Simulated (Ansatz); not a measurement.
NaCl (Fm-3m): refractive index against wavelength

The refractive index of NaCl (Fm-3m) below the direct gap (5.15 eV on the mesh) is read from one computed spectrum, n = √(Re ε).

Cell: a, b, c = 3.974, 3.974, 3.974 Å (primitive vectors), 2 atoms.

Method: Ansatz 0.2.0, PBE, independent particles, k-mesh 10×10×10 with interpolation inside its cells, Gaussian parameter 0.15 eV.

Launch of the response step: `ansatz run input.yaml --threads 4 --pin off --max-ram 8192MiB --backend cpu --events-out ev --progress --plain --runs-dir out`. The run took 4 s, on 4 threads of Arm Neoverse V1, with other jobs on the host.

```
wavelength (nm)  photon energy E (eV)       n
            850                 1.459  1.6740
            700                 1.771  1.6804
            633                 1.959  1.6850
            532                 2.331  1.6956
            450                 2.755  1.7109
            405                 3.061       ?
            365                 3.397  1.7420
```

In the single-oscillator model n² − 1 = E₀E_d/(E₀² − E²), so 1/(n² − 1) = E₀/E_d − E²/(E₀E_d) is linear in E².

Working, on the rows shown:

| x = E² (eV²) | y = 1/(n² − 1) |
| --- | --- |
| 2.12762 | 0.554854 |
| 3.13716 | 0.548323 |
| 3.83641 | 0.543707 |
| 5.43137 | 0.533316 |
| 7.59115 | 0.518893 |
| 11.5384 | 0.491506 |

Means: x̄ = 5.6104, ȳ = 0.53177. Σ(x − x̄)(y − ȳ) = -0.407, Σ(x − x̄)² = 60.49. Slope = -0.407 / 60.49 = -0.006728; intercept = ȳ − slope · x̄ = 0.56951. Turned back into n, the line misses the rows shown by at most 0.00049.

Task: Predict the last column of the withheld row from the fit.

Result: At x = 9.3718 the line gives y = 0.50646, that is 1.7247. The run gave 1.7244, so the interpolation is off by 0.00027, 0.4 % of the range in the table.

Refitted with all rows, the slope is -0.006717 and the intercept 0.56948. These give E₀ = √(intercept/−slope) = 9.21 eV and E_d = E₀/intercept = 16.2 eV; E₀ is 1.8 times the direct gap. The electronic limit at long wavelengths, without lattice vibrations, is n = √(1 + 1/intercept) = 1.660. The cell comes from an older database entry, whose edges can be off by a per cent or so. Excitons are left out and so are local fields; PBE gaps are as a rule too small.

[Logs are printed without paths, hosts, clocks, repeated set-up lines and the standing remarks that a program may print on its own settings, such as how far it seeks lower states.]
